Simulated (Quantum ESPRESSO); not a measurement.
## GaN (F-43m): from Born charge to LO-TO splitting

Aim: work out the LO frequency and the static dielectric constant of GaN (F-43m) from one linear-response run, then check them.

Calculated with Quantum ESPRESSO 7.5; DFT PBE, scalar-relativistic, plane waves, PseudoDojo norm-conserving pseudopotentials.

### 1. The relaxed structure

The structure is cubic, space group F-43m (No. 216). The conventional cell has a = 4.549 Å, b = 4.549 Å, c = 4.549 Å, α = 90.00°, β = 90.00°, γ = 90.00°. Ga has 4 N at 1.97 Å nearest. N has 4 Ga at 1.97 Å nearest. Farther neighbours and most contacts between anions are not listed.

This is the cell after its relaxation at this level of theory, not the database cell from which that began.

### 2. What the response run gave

A linear-response run on the relaxed cell, with the response to an electric field; only its zone-centre results are used. Cutoff 92 Ry, k mesh 12×12×12.

What it wrote:

```text
[banners, grids, parts of the stress and lines that vanish by symmetry left out]
Program PHONON v.7.5
     Reading xml data from directory:

[...]
Exchange-correlation= PBE
                           (   1   4   3   4   0   0   0)
[...]
kinetic-energy cut-off    =      92.0000  Ry
     charge density cut-off    =     368.0000  Ry
     convergence threshold     =      1.0E-18
[...]
Exchange-correlation= PBE
                           (   1   4   3   4   0   0   0)
[...]
q = (   0.0000000   0.0000000   0.0000000 )
     25 Sym.Ops. (with q -> -q+G )
     G cutoff =  688.9648  (  18907 G-vectors)     FFT grid: ( 40, 40, 40)
     number of k points=    72
[...]
Mode symmetry, T_d (-43m)  point group:
[...]
Dielectric constant
[...]
End of electric fields calculation
          Dielectric constant in cartesian axis
          (       6.178035806      -0.000000000      -0.000000000 )
          (      -0.000000000       6.178035806       0.000000000 )
          (      -0.000000000       0.000000000       6.178035806 )
          Effective charges (d Force / dE) in cartesian axis without acoustic sum rule applied (asr)
           atom    1  Ga    Mean Z*:        2.69743
      Ex  (        2.69743        0.00000        0.00000 )
      Ey  (        0.00000        2.69743       -0.00000 )
      Ez  (        0.00000       -0.00000        2.69743 )
           atom    2  N     Mean Z*:       -2.69886
      Ex  (       -2.69886        0.00000        0.00000 )
      Ey  (        0.00000       -2.69886       -0.00000 )
      Ez  (        0.00000       -0.00000       -2.69886 )
          Effective charges Sum: Mean:       -0.00143
[...]
Effective charges (d Force / dE) in cartesian axis with asr applied:
           atom    1  Ga    Mean Z*:        2.69815
[...]
atom    2  N     Mean Z*:       -2.69815
[...]
Representation #   1 modes #   1   2   3
[...]
End of self-consistent calculation
     Convergence has been achieved
     Representation #   2 modes #   4   5   6
[...]
End of self-consistent calculation
     Convergence has been achieved
[...]
Dielectric constant in cartesian axis
          (       6.178035806      -0.000000000      -0.000000000 )
          (      -0.000000000       6.178035806       0.000000000 )
          (      -0.000000000       0.000000000       6.178035806 )
          Effective charges (d Force / dE) in cartesian axis without acoustic sum rule applied (asr)
           atom    1  Ga    Mean Z*:        2.69743
      Ex  (        2.69743        0.00000        0.00000 )
      Ey  (        0.00000        2.69743       -0.00000 )
      Ez  (        0.00000       -0.00000        2.69743 )
           atom    2  N     Mean Z*:       -2.69886
      Ex  (       -2.69886        0.00000        0.00000 )
      Ey  (        0.00000       -2.69886       -0.00000 )
      Ez  (        0.00000       -0.00000       -2.69886 )
          Effective charges Sum: Mean:       -0.00143
[...]
Effective charges (d Force / dE) in cartesian axis with asr applied:
           atom    1  Ga    Mean Z*:        2.69815
[...]
atom    2  N     Mean Z*:       -2.69815
[...]
q = (    0.000000000   0.000000000   0.000000000 )
[...]
freq (    1) =      -0.057926 [THz] =      -1.932196 [cm-1]
     freq (    2) =      -0.057926 [THz] =      -1.932196 [cm-1]
     freq (    3) =      -0.057926 [THz] =      -1.932196 [cm-1]
     freq (    4) =      15.520309 [THz] =     517.701788 [cm-1]
     freq (    5) =      15.520309 [THz] =     517.701788 [cm-1]
     freq (    6) =      15.520309 [THz] =     517.701788 [cm-1]
[...]
Mode symmetry, T_d (-43m)  point group:
     freq (   1-   3) =         -1.9  [cm-1]   --> T_2  G_15 P_4   I+R
     freq (   4-   6) =        517.7  [cm-1]   --> T_2  G_15 P_4   I+R

   JOB DONE.
```

| quantity | value |
| --- | --- |
| cell volume Ω (Å³) | 23.540 |
| mass of Ga (u) | 69.723 |
| mass of N (u) | 14.007 |
| Born charge of Ga, raw (e) | 2.697 |
| Born charge of N, raw (e) | -2.699 |
| ε∞ | 6.178 |
| ω(TO) after the sum rule (cm⁻¹) | 517.7 |

### 3. The calculation

The charges must sum to zero over the cell; taking off their mean, -0.001 e, leaves Z* = 2.698 e on Ga. In the polar mode Ga moves against N, so the reduced mass is μ = 69.72 × 14.01 / 83.73 = 11.664 u.

A longitudinal wave builds up a field that adds to the restoring force: ω(LO)² = ω(TO)² + 4π Z*² / (μ Ω ε∞), in Hartree atomic units. With μ = 21262 electron masses and Ω = 158.86 bohr³ the second term is 4.3842e-06 Ha², or 211183 cm⁻² (1 Ha = 219474.6 cm⁻¹).

So ω(LO) = √(268013 + 211183) = 692.2 cm⁻¹, and by the Lyddane-Sachs-Teller relation ε₀ = ε∞ (ω(LO)/ω(TO))² = 11.05.

### 4. Check against the program

The analysis program adds the same non-analytic term to the full matrix, here for q along (1 0 0).

What it wrote:

```text
[banner, memory and clock lines left out]
Program DYNMAT v.7.5

     Reading Dynamical Matrix from file g.dyn
     ...Force constants read
     ...epsilon and Z* read

     Polarizability (A^3 units)
     multiply by 0.366836 for Clausius-Mossotti correction
         9.699782   -0.000000   -0.000000
        -0.000000    9.699782    0.000000
        -0.000000    0.000000    9.699782

     IR activities are in (D/A)^2/amu units

# mode   [cm-1]    [THz]      IR
    1     -0.00   -0.0000    0.0000
    2     -0.00   -0.0000    0.0000
    3      0.00    0.0000    0.0000
    4    517.70   15.5203   14.3999
    5    517.70   15.5203   14.3999
    6    692.24   20.7528   14.3999
```

ε₀ comes from the program's run without a direction of q.

| quantity | by hand | program |
| --- | --- | --- |
| ω(LO) (cm⁻¹) | 692.2 | 692.2 |
| ε₀ | 11.05 | 11.05 |

### 5. Summary of results

```yaml
to_mode: 517.7 cm⁻¹
lo_mode: 692.2 cm⁻¹
static_dielectric_constant: 11.05
```

The LO mode of GaN (F-43m) lies at 692 cm⁻¹, 175 cm⁻¹ above the TO mode; the formula meets the program within 0.1 cm⁻¹, as it must for a cubic crystal with one polar mode. ω(LO)² − ω(TO)² goes with Z*²/ε∞: an error of 5 % in ε∞ would move the LO mode by 7.3 cm⁻¹, and semilocal functionals tend to overestimate ε∞. These are harmonic values at zero temperature, at the volume of this functional, for the structure held cubic; stability elsewhere in the zone is no part of this calculation.

[Host names and launcher messages were left out of these logs when they were recorded.]

[Logs are printed without paths, hosts, clocks, repeated set-up lines and the standing remarks that a program may print on its own settings, such as how far it seeks lower states.]

[Hosts, paths, dates, database ids (printed as entryN), source tags and the programs' standing remarks are cut or masked in the printed files.]
